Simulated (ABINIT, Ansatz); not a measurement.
```json
{"subject": "Quasiparticle gap of CsAsF6 (R-3) in ABINIT", "lattice_ang": [[3.8559, 2.2262, 2.622], [-3.8559, 2.2262, 2.622], [-0.0, -4.4524, 2.622]], "atoms": [["Cs", 0.5, 0.5, 0.5], ["As", 0.0, 0.0, 0.0], ["F", 0.1896, 0.2755, 0.9223], ["F", 0.2755, 0.9223, 0.1896], ["F", 0.0777, 0.8104, 0.7245], ["F", 0.7245, 0.0777, 0.8104], ["F", 0.8104, 0.7245, 0.0777], ["F", 0.9223, 0.1896, 0.2755]], "method": "RPA screening on PBEsol, plane waves, norm-conserving pseudopotentials (and 2 further levels or steps)", "program": "ABINIT 10.8.3", "settings": "cutoff 44 Ha, PseudoDojo scalar-relativistic 0.4 stringent, norm-conserving, ngkpt (2, 2, 2), nband 440, ecuteps 8 Ha, inclvkb 2, shiftk (0, 0, 0), symchi 1, awtr 1, frequency ppm, 2×2×2 k-mesh", "cost": "4 runs, 13 min in all on 8 MPI ranks of Arm Neoverse V2, shared host", "notes": "The program’s warnings: nproc spkpt=  >= nkpt= * nsppol=. The cell and positions are those that the Materials Project relaxed with its own functionals (PBE, PBE+U or r2SCAN), kept fixed. Limits: no spin-orbit coupling. The 2×2×2 mesh is coarse for this cell, which bears on the long-range parts of exchange and screening.", "results": {"pbesol_gap": "5.68 eV, direct", "g0w0_gap_on_the_mesh": "10.26 eV", "gw_settings": "2×2×2 mesh, 440 bands, screening to 217.7 eV, Godby-Needs plasmon pole", "known_limits": "short of the basis limit; no spin-orbit coupling; coarse k mesh"}}
```

[Long decimals in the printed logs are rounded to 6 places.]

[Logs are printed without paths, hosts, clocks, repeated set-up lines and the standing remarks that a program may print on its own settings, such as how far it seeks lower states.]

[Paths, hosts, dates, memory and timing lines, banners, echoed tables and standing remarks are left out of the program output; an Ansatz launch command may be rebuilt from the run's recorded settings. Measured values are a selection of at most five: reports struck by readers or far from the other reports are left out. None is set beside runs whose start may be inverted or whose files or cutoffs have a known fault.]

[Runs of the session that timed out or met a known fault of the program may be left out.]

[Hosts, paths, dates, database ids (printed as entryN), source tags and the programs' standing remarks are cut or masked in the printed files.]

[G0W0 gaps are taken among the corrected bands and points alone; a level outside them can change the order at an edge.]

[Where Ansatz stands beside ABINIT at settings called matched, ABINIT's density can come from a denser mesh and the files from another edition; pairs whose starting gaps differed by over 0.03 eV were left out, so agreement reads better than it is.]
